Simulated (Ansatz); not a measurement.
# How fast states decay through Li3SbTe4, part 2 of 3

Aim: relax a made-up compound, Li3SbTe4, and see how good a tunnel barrier it would be. It is built by putting Te for S in the Li3SbS4 structure of space group I-42m, with the volume rescaled by atomic radii. The parent structure comes from the Materials Project.

Ansatz 0.2.0; PBE DFT, plane waves, PAW files (the session's first sound run).

So far. Step 2 (Cell and atoms at rest): The largest force component on a free atom ends at 0.0047 eV/Å.

The structure was built from a prototype and need not be the compound's stable phase.

### 3. The bulk crystal and its band edges

The energy window and the wavevectors of the next steps follow from the band edges, so these are searched first, off the mesh as well.

input.yaml reads:

```yaml
crystal:
  lattice:
    - [-3.2684060714, 3.2684060714, 6.1342530168]
    - [3.2684060714, -3.2684060714, 6.1342530168]
    - [3.2684060714, 3.2684060714, -6.1342530168]
  atoms:
    - { symbol: Li, position: [0.5, 0.5, 0.0] }
    - { symbol: Li, position: [0.75, 0.25, 0.5] }
    - { symbol: Li, position: [0.25, 0.75, 0.5] }
    - { symbol: Sb, position: [0.0, 0.0, 0.0] }
    - { symbol: Te, position: [0.6245823383, 0.1112127909, 0.0] }
    - { symbol: Te, position: [0.1112127909, 0.6245823383, 0.0] }
    - { symbol: Te, position: [0.3754176617, 0.3754176617, 0.4866304527] }
    - { symbol: Te, position: [0.8887872091, 0.8887872091, 0.5133695473] }
kpoints:
  mp_grid: { grid: [6, 6, 6] }
  band_path: { path: [VBM, CBM], npoints: 30 }
scf:
  occupations: { method: fixed }
hamiltonian:
  xc: pbe
output:
  eigenvalues: true
  write_potential: true
  write_density: true
  volumetric_format: npy
  elf: true
```

Command:

```bash
$ ansatz run input.yaml --threads 2 --pin off --max-ram 4096MiB --backend cpu --events-out ev --progress --plain --runs-dir out
```

Numbers of over 12 decimals in the logs are rounded to 6 here.

What it wrote:

```text
[...]
Crystal: 8 atoms, lattice volume = 262.116 Å³
Basis set: ecut = 420 eV, 5077 PW (Γ)
Bands: 53, of which v1, the nominal top of the filled ones, is band 44 counted from 1 (43 counted from 0)
Symmetry: 8 space group operations
[...]
k-points: 30 of 216 (time reversal used)
[...]
SCF iter   1: F=—  HF=-35022.578235 eV  |F-HF|=—  |Δ(HF+E_count)|=         —  Δρ=1.17e-3  dr2=4.07e-3  ethr=1.77e-3  ⟨swp⟩=5.0  Hψ=5129  notcnv=0  defer=191
[...]
SCF iter   7: F=-35022.576528 eV  HF=-35022.576528 eV  |F-HF|=8.16e-9  |Δ(HF+E_count)|=   4.90e-8  Δρ=3.81e-6  dr2=3.96e-8  ethr=1.14e-10  ⟨swp⟩=15.2  Hψ=7936  notcnv=0
SCF 1 converged in 7 iterations: F = -35022.576528 eV  dr2 = 3.96e-8
[...]
NSCF: frozen V_eff on 30 k-points
[...]
SCF converged after 7 iterations
Free energy (F): -35022.576528 eV
[...]
Internal energy: -35022.576528 eV  (E = F + TS)
E sigma→0 (E₀):  -35022.576528 eV
Fermi energy:    4.127305 eV
[...]
--- Band table (eV; the first three rows and the last of 30) ---
  k-point 0: bands = [... 40 lower, 3.0708, 4.1045, 4.1045, 4.1273, 5.0505, 6.1107, 7.2038, 7.2038, ... 5 higher]
  k-point 1: bands = [... 40 lower, 3.3711, 3.4715, 3.8295, 4.0639, 5.2820, 6.5435, 7.1723, 7.2000, ... 5 higher]
  k-point 2: bands = [... 40 lower, 3.3660, 3.3842, 3.7429, 3.9943, 5.1619, 6.9404, 7.1818, 7.2034, ... 5 higher]
  k-point 29: bands = [... 40 lower, 3.3497, 3.3890, 3.5336, 3.5336, 4.8510, 6.4955, 6.4955, 6.6942, ... 5 higher]
```

Wall time 48 s (2 threads of AMD EPYC 9R14 (Zen 4), shared host); peak memory 0.78 GiB; 94 s of CPU time.

Numbers from this step:

| Item | Value |
| --- | --- |
| Fermi energy | 4.127 eV |
| gap on the k-mesh | 0.7237 eV |
| gap on path | 0.7237 eV, by band count; negative where bands overlap |
| direct gap on path | 0.9232 eV |
| edge places on path | 0, 1.453 1/A along the path |

The electronic bands at the labelled points (eV, zero at the Fermi level (highest filled level under fixed occupations); v1 is the highest filled band, c1 the lowest empty one):

```tsv
point	v4	v3	v2	v1	c1	c2	c3	c4
VBM	-1.06	-0.02	-0.02	0.00	0.92	1.98	3.08	3.08
halfway	-0.45	-0.37	-0.37	-0.32	0.94	2.63	3.12	3.12
CBM	-0.78	-0.74	-0.59	-0.59	0.72	2.37	2.37	2.57
```

Electrostatic potential energy in the ac plane of the conventional cell at fractional y = 0.000, with atoms of Li and Sb within 0.2 Å of it. With pseudopotentials it is smooth inside the atoms' cores, unlike the true potential.

Ten even steps from '0' (-23 eV) to '9' (10 eV), each cell a mean:
```
002689999999997400
136899999999998742
788899999999999887
999999999999999999
999999886578999999
999999850027999999
999999861137999999
999999987788999999
999999999999999999
889999999999999998
578999999999999875
027899999999999850
037999999999999851
788999999999999987
999999999999999999
999999999999999999
999999876578999999
999999850027899999
999999861137999999
999999987788999999
999999999999999999
678899999999998876
014789999999998620
001689999999997300
```
Columns run along a (6.5 Å; values clipped at the 3rd and 97th percentile), rows up along c (12.3 Å), edges of the conventional cell, whose origin can differ from the input's. Atoms in or near the plane, at fractional coordinates: Li at (0.00, 0.50), Li at (0.50, 0.75), Li at (0.50, 0.25), Sb at (0.00, 0.00).

Valence density in the ac plane of the conventional cell at fractional y = 0.000, with atoms of Li and Sb within 0.2 Å of it. It is the smooth field of the valence electrons, not physical close to the nuclei.

Ten steps, logarithmic in the rise over the least value, from '0' (0 e/Å³) to '9' (16 e/Å³), each cell a mean:
```
973210000000001258
432110000000001224
111111000000011111
000011000000111000
000000002210000000
000000026740000000
000000015630000000
000000000000000000
000000000000000000
000000000000000000
200000000000000001
740000000000000026
630000000000000015
000000000000000000
000000000000000000
000000000000000000
000000002210000000
000000026740000000
000000015630000000
000000000000000000
000111000000111100
221110000000011112
642110000000001235
974210000000001369
```
Columns run along a (6.5 Å), rows up along c (12.3 Å), edges of the conventional cell, whose origin can differ from the input's. Atoms in or near the plane, at fractional coordinates: Li at (0.00, 0.50), Li at (0.50, 0.75), Li at (0.50, 0.25), Sb at (0.00, 0.00).

ELF in the ac plane of the conventional cell at fractional y = 0.000, with atoms of Li and Sb within 0.2 Å of it. It is the smooth field of the valence electrons, not physical close to the nuclei.

Ten even steps from '0' (0.01) to '9' (0.94), each cell a mean:
```
013431000000124320
334433210012334443
334455531024554443
113467631025765321
002455411202554310
000122018940121100
000011016730110000
001234310002432100
013466531024665420
014666520014666520
201343210001344201
950010000000011029
830111000000111017
002454310012455310
014666531024666520
012455531014554310
000123211201321100
000011018940110000
001233116730232100
012466520013665310
223466641025765422
344444421014544443
234432110001234432
003431000000024320
```
Columns run along a (6.5 Å), rows up along c (12.3 Å), edges of the conventional cell, whose origin can differ from the input's. Atoms in or near the plane, at fractional coordinates: Li at (0.00, 0.50), Li at (0.50, 0.75), Li at (0.50, 0.25), Sb at (0.00, 0.00).

The searched edges give 0.724 eV, as on the mesh.

### 4. Decaying states in the gap

This step: PBE DFT, plane waves, PAW files; complex bands by layer matching along the plane's normal (Ansatz 0.2.0).

The same crystal is laid in a cell whose first two vectors span the (001) plane (indices of the standard conventional cell, whose axes can be ordered otherwise than in the bulk input). At fixed energy and wavevector in the plane the solver finds all kz, real and complex. A few wavevectors are listed, (0, 0) and (0.5, 0) in units of the plane's reciprocal vectors; the slowest state needn't be among them.

input.yaml reads:

```yaml
crystal:
  lattice:
    - [6.536812143, 0.0, 0.0]
    - [0.0, 6.536812143, 0.0]
    - [3.268406071, 3.268406071, 6.134253017]
  atoms:
    - { symbol: Li, position: [0.5, 0.5, 0.0] }
    - { symbol: Li, position: [0.75, 0.25, 0.5] }
    - { symbol: Li, position: [0.25, 0.75, 0.5] }
    - { symbol: Sb, position: [0.0, 0.0, 0.0] }
    - { symbol: Te, position: [0.3754176617, 0.8887872091, 0.7357951292] }
    - { symbol: Te, position: [0.8887872091, 0.3754176617, 0.7357951292] }
    - { symbol: Te, position: [0.1112127909, 0.1112127909, 0.2642048708] }
    - { symbol: Te, position: [0.6245823383, 0.6245823383, 0.2642048708] }
kpoints:
  mp_grid: { grid: [4, 4, 4] }
scf:
  occupations: { method: fixed }
hamiltonian:
  xc: pbe
output:
  eigenvalues: true
  transmission:
    leads: [[0, 0]]
    kpoints: [[0.0, 0.0], [0.5, 0.0]]
    e_range: [-1.0, 1.72]
    de: 0.05
```

What it wrote:

```text
[...]
Crystal: 8 atoms, lattice volume = 262.116 Å³
Basis set: ecut = 420 eV, 5077 PW (Γ)
Bands: 53, of which v1, the nominal top of the filled ones, is band 44 counted from 1 (43 counted from 0)
Symmetry: 8 space group operations
[...]
k-points: 13 of 64 (time reversal used)
[...]
SCF iter   1: F=—  HF=-35022.576734 eV  |F-HF|=—  |Δ(HF+E_count)|=         —  Δρ=1.18e-3  dr2=4.11e-3  ethr=1.77e-3  ⟨swp⟩=5.1  Hψ=2222  notcnv=0  defer=83
[...]
SCF iter   7: F=-35022.575038 eV  HF=-35022.575038 eV  |F-HF|=8.25e-9  |Δ(HF+E_count)|=   3.93e-8  Δρ=3.82e-6  dr2=3.94e-8  ethr=1.14e-10  ⟨swp⟩=15.1  Hψ=3462  notcnv=0
SCF 1 converged in 7 iterations: F = -35022.575038 eV  dr2 = 3.94e-8
[...]
transmission: 8 of 16 steps passed
transmission: 16 of 16 steps passed
SCF converged after 7 iterations
Free energy (F): -35022.575038 eV
[...]
Internal energy: -35022.575038 eV  (E = F + TS)
E sigma→0 (E₀):  -35022.575038 eV
Fermi energy:    4.127726 eV
[...]
--- Band table (eV; the first three rows and the last of 13) ---
  k-point 0: bands = [... 40 lower, 3.0712, 4.1047, 4.1047, 4.1277, 5.0506, 6.1109, 7.2039, 7.2039, ... 5 higher]
  k-point 1: bands = [... 40 lower, 3.1989, 3.3995, 3.8170, 3.8170, 5.1199, 6.3547, 6.9173, 6.9173, ... 5 higher]
  k-point 2: bands = [... 40 lower, 3.3500, 3.3894, 3.5340, 3.5340, 4.8512, 6.4958, 6.4958, 6.6942, ... 5 higher]
  k-point 12: bands = [... 40 lower, 3.6786, 3.7587, 3.7587, 3.8084, 5.0711, 6.7602, 7.2455, 7.2455, ... 5 higher]
--- Transmission ---
  basis      : 373 plane waves across, 8 finite elements along
  points     : 2, as listed
  energies   : 55 from -1.000000 to 1.700000 eV about the Fermi level, 0.050000 eV apart; the leads are filled to 0.361749 eV, and channels, transmission and decay are at 0.350000 eV
  crystal 0  : Te4Li3Sb1, at the sites [0, 0], period 6.1343 Å: whole cells are its period
    offset         : up to 0.0000 Å between an atom of the period and one for which it stands
    channels       : 0.000000e0 a spin
    conductance    : none, the energies end too early or step too widely for 300 K: set another output.transmission.e_range or a lower de, or, where they end at an eighth of basis.ecutwfc, a higher one
    slowest decay  : 0.1097 /Å at (0.0000, 0.0000)
```

Run time: 69 s. Hardware: 2 threads; peak memory 1.6 GiB; 2.3 min of CPU time.

This step gave:

| Quantity | Value |
| --- | --- |
| free energy | -35022.5750 eV |
| Fermi energy | 4.128 eV |
| gap on the k-mesh | 0.7235 eV |
| level to which the leads are filled | 0.3617 eV from the Fermi level |
| decay constant at the filling level, zone centre | 0.1097 Å⁻¹ |
| decay constant at the filling level, slowest listed point | 0.1097 Å⁻¹ |

K parallel (0, 0); values up to 1.5 1/Å, a degenerate pair printed once or twice; energies at which all values exceed this have no row. Table of Im kz of the slowest decaying states by energy, zero at the highest filled level on the SCF mesh:

```tsv
energy (eV)	decay 1 (Å⁻¹)	decay 2 (Å⁻¹)	decay 3 (Å⁻¹)	decay 4 (Å⁻¹)
-1.00	0.241	0.286	0.591	1.43
-0.90	0.215	0.295	0.586	1.42
-0.80	0.181	0.301	0.581	1.41
-0.70	0.0882	0.141	0.304	0.576
-0.55	0.189	0.228	0.304	0.567
-0.45	0.229	0.259	0.302	0.560
-0.35	0.260	0.281	0.298	0.553
-0.25	0.286	0.292	0.297	0.546
-0.15	0.284	0.307	0.309	0.539
-0.05	0.275	0.318	0.326	0.531
0.00	0.00123	0.0638	0.269	0.321
0.10	0.0677	0.143	0.257	0.327
0.20	0.0908	0.187	0.242	0.331
0.30	0.105	0.218	0.224	0.333
0.40	0.113	0.202	0.243	0.334
0.50	0.117	0.173	0.263	0.333
0.60	0.116	0.133	0.279	0.332
0.75	0.101	0.300	0.328	0.409
0.85	0.0751	0.310	0.324	0.415
0.95	0.319	0.320	0.419	0.429
1.05	0.0395	0.313	0.327	0.416
1.15	0.109	0.306	0.334	0.402
1.25	0.140	0.298	0.339	0.387
1.40	0.168	0.284	0.345	0.363
1.50	0.180	0.274	0.344	0.347
1.60	0.188	0.262	0.324	0.349
1.70	0.194	0.248	0.298	0.350
```

K parallel (0, 0). Re kz of states that move upwards against energy, zero at the highest filled level on the SCF mesh:

```tsv
energy (eV)	channel 1 (Å⁻¹)	channel 2 (Å⁻¹)	channel 3 (Å⁻¹)	channel 4 (Å⁻¹)
-1.00	-0.339	0.163	0.163	0.265
-0.85	-0.291	0.350	0.350	0.357
-0.75	-0.262	0.463	-	-
-0.60	-0.221	-	-	-
-0.45	-0.340	-0.340	-0.181	-
-0.30	-0.250	-0.250	-0.139	-
-0.20	-0.191	-0.191	-0.109	-
-0.05	-0.0703	-0.0703	-0.0513	-
0.00	-	-	-	-
0.10	-	-	-	-
0.20	-	-	-	-
0.35	-	-	-	-
0.50	-	-	-	-
0.60	-	-	-	-
0.75	-0.446	-	-	-
0.90	-0.325	-	-	-
1.00	-0.248	0.106	-	-
1.15	-	-	-	-
1.30	-	-	-	-
1.45	-	-	-	-
1.55	-	-	-	-
1.70	-	-	-	-
```

K parallel (0.5, 0); values up to 1.5 1/Å, a degenerate pair printed once or twice; energies at which all values exceed this have no row. The Im kz of the slowest decaying states by energy, zero at the highest filled level on the SCF mesh:

```tsv
energy (eV)	decay 1 (Å⁻¹)	decay 2 (Å⁻¹)	decay 3 (Å⁻¹)	decay 4 (Å⁻¹)
-1.000	0.103	0.107	0.807	1.16
-0.800	0.0258	0.0620	0.771	1.13
-0.600	0.088	0.129	0.735	1.11
-0.400	0.0554	0.125	0.698	1.09
-0.200	0.0796	0.220	0.662	1.06
0.000	0.220	0.267	0.628	1.04
0.200	0.286	0.296	0.597	1.02
0.400	0.318	0.320	0.567	0.990
0.600	0.271	0.367	0.540	0.964
0.800	0.240	0.393	0.514	0.938
1.000	0.194	0.412	0.487	0.910
1.200	0.0396	0.426	0.455	0.882
1.400	0.154	0.425	0.435	0.853
1.600	0.226	0.402	0.434	0.823
```

At the listed wavevectors the last open channel is at -0.05 eV and the next at +0.75 eV on the grid. At +0.35 eV, the grid energy nearest the filling level (the middle of the gap on the SCF mesh), the slowest state at the listed wavevectors decays with κ = 0.110 Å⁻¹, its amplitude falling by e over 9.1 Å. Through 1 nm of this crystal that state's transmission falls by exp(−2 × 0.110 Å⁻¹ × 10 Å) = 0.11.

### 5. Band edges at another level

This step: LDA DFT, plane waves, PAW files (Ansatz 0.2.0).

The edges again with LDA, at the same atoms.

input.yaml reads:

```yaml
crystal:
  lattice:
    - [-3.2684060714, 3.2684060714, 6.1342530168]
    - [3.2684060714, -3.2684060714, 6.1342530168]
    - [3.2684060714, 3.2684060714, -6.1342530168]
  atoms:
    - { symbol: Li, position: [0.5, 0.5, 0.0] }
    - { symbol: Li, position: [0.75, 0.25, 0.5] }
    - { symbol: Li, position: [0.25, 0.75, 0.5] }
    - { symbol: Sb, position: [0.0, 0.0, 0.0] }
    - { symbol: Te, position: [0.6245823383, 0.1112127909, 0.0] }
    - { symbol: Te, position: [0.1112127909, 0.6245823383, 0.0] }
    - { symbol: Te, position: [0.3754176617, 0.3754176617, 0.4866304527] }
    - { symbol: Te, position: [0.8887872091, 0.8887872091, 0.5133695473] }
kpoints:
  mp_grid: { grid: [6, 6, 6] }
  band_path: { path: [VBM, CBM], npoints: 30 }
scf:
  occupations: { method: fixed }
hamiltonian:
  xc: lda
output:
  eigenvalues: true
```

What it wrote:

```text
[...]
Crystal: 8 atoms, lattice volume = 262.116 Å³
Basis set: ecut = 420 eV, 5077 PW (Γ)
Bands: 53, of which v1, the nominal top of the filled ones, is band 44 counted from 1 (43 counted from 0)
Symmetry: 8 space group operations
[...]
k-points: 30 of 216 (time reversal used)
[...]
SCF iter   1: F=—  HF=-34253.223567 eV  |F-HF|=—  |Δ(HF+E_count)|=         —  Δρ=4.47e-3  dr2=2.26e-2  ethr=1.77e-3  ⟨swp⟩=5.0  Hψ=5123  notcnv=0  defer=190
[...]
SCF iter   7: F=-34253.204010 eV  HF=-34253.204010 eV  |F-HF|=6.01e-9  |Δ(HF+E_count)|=   1.05e-8  Δρ=2.02e-6  dr2=2.33e-8  ethr=1.14e-10  ⟨swp⟩=14.9  Hψ=7863  notcnv=0
SCF 1 converged in 7 iterations: F = -34253.204010 eV  dr2 = 2.33e-8
[...]
SCF converged after 7 iterations
Free energy (F): -34253.204010 eV
[...]
Internal energy: -34253.204010 eV  (E = F + TS)
E sigma→0 (E₀):  -34253.204010 eV
Fermi energy:    3.860591 eV
[...]
--- Band table (eV; the first three rows and the last of 30) ---
  k-point 0: bands = [... 40 lower, 2.7894, 3.8424, 3.8424, 3.8606, 4.6712, 5.7355, 6.8605, 6.8605, ... 5 higher]
  k-point 1: bands = [... 40 lower, 3.0948, 3.1849, 3.5550, 3.8019, 4.9228, 6.1785, 6.8199, 6.8580, ... 5 higher]
  k-point 2: bands = [... 40 lower, 3.0844, 3.1148, 3.4741, 3.7319, 4.8042, 6.5836, 6.8386, 6.8633, ... 5 higher]
  k-point 29: bands = [... 40 lower, 3.0762, 3.1135, 3.2620, 3.2620, 4.4870, 6.1136, 6.1136, 6.3270, ... 5 higher]
```

Run time: 44 s. Hardware: 2 threads; peak memory 0.7 GiB; 88 s of CPU time.

Numbers from this step:

| Item | Value |
| --- | --- |
| free energy | -34253.2040 eV |
| Fermi energy | 3.861 eV |
| gap on the k-mesh | 0.6265 eV |
| gap on path | 0.6265 eV, by band count; negative where bands overlap |
| direct gap on path | 0.8106 eV |

The electronic bands at the labelled points (eV, zero at the Fermi level (highest filled level under fixed occupations); v1 is the highest filled band, c1 the lowest empty one):

```tsv
point	v4	v3	v2	v1	c1	c2	c3	c4
VBM	-1.07	-0.02	-0.02	0.00	0.81	1.88	3.00	3.00
halfway	-0.45	-0.37	-0.37	-0.32	0.86	2.54	3.05	3.05
CBM	-0.78	-0.75	-0.60	-0.60	0.63	2.25	2.25	2.47
```

The searched edges give 0.626 eV, as on the mesh.

(Continued in part 3 of 3.)

[Logs are printed without paths, hosts, clocks, repeated set-up lines and the standing remarks that a program may print on its own settings, such as how far it seeks lower states.]

[Hosts, paths, dates, database ids (printed as entryN), source tags and the programs' standing remarks are cut or masked in the printed files.]
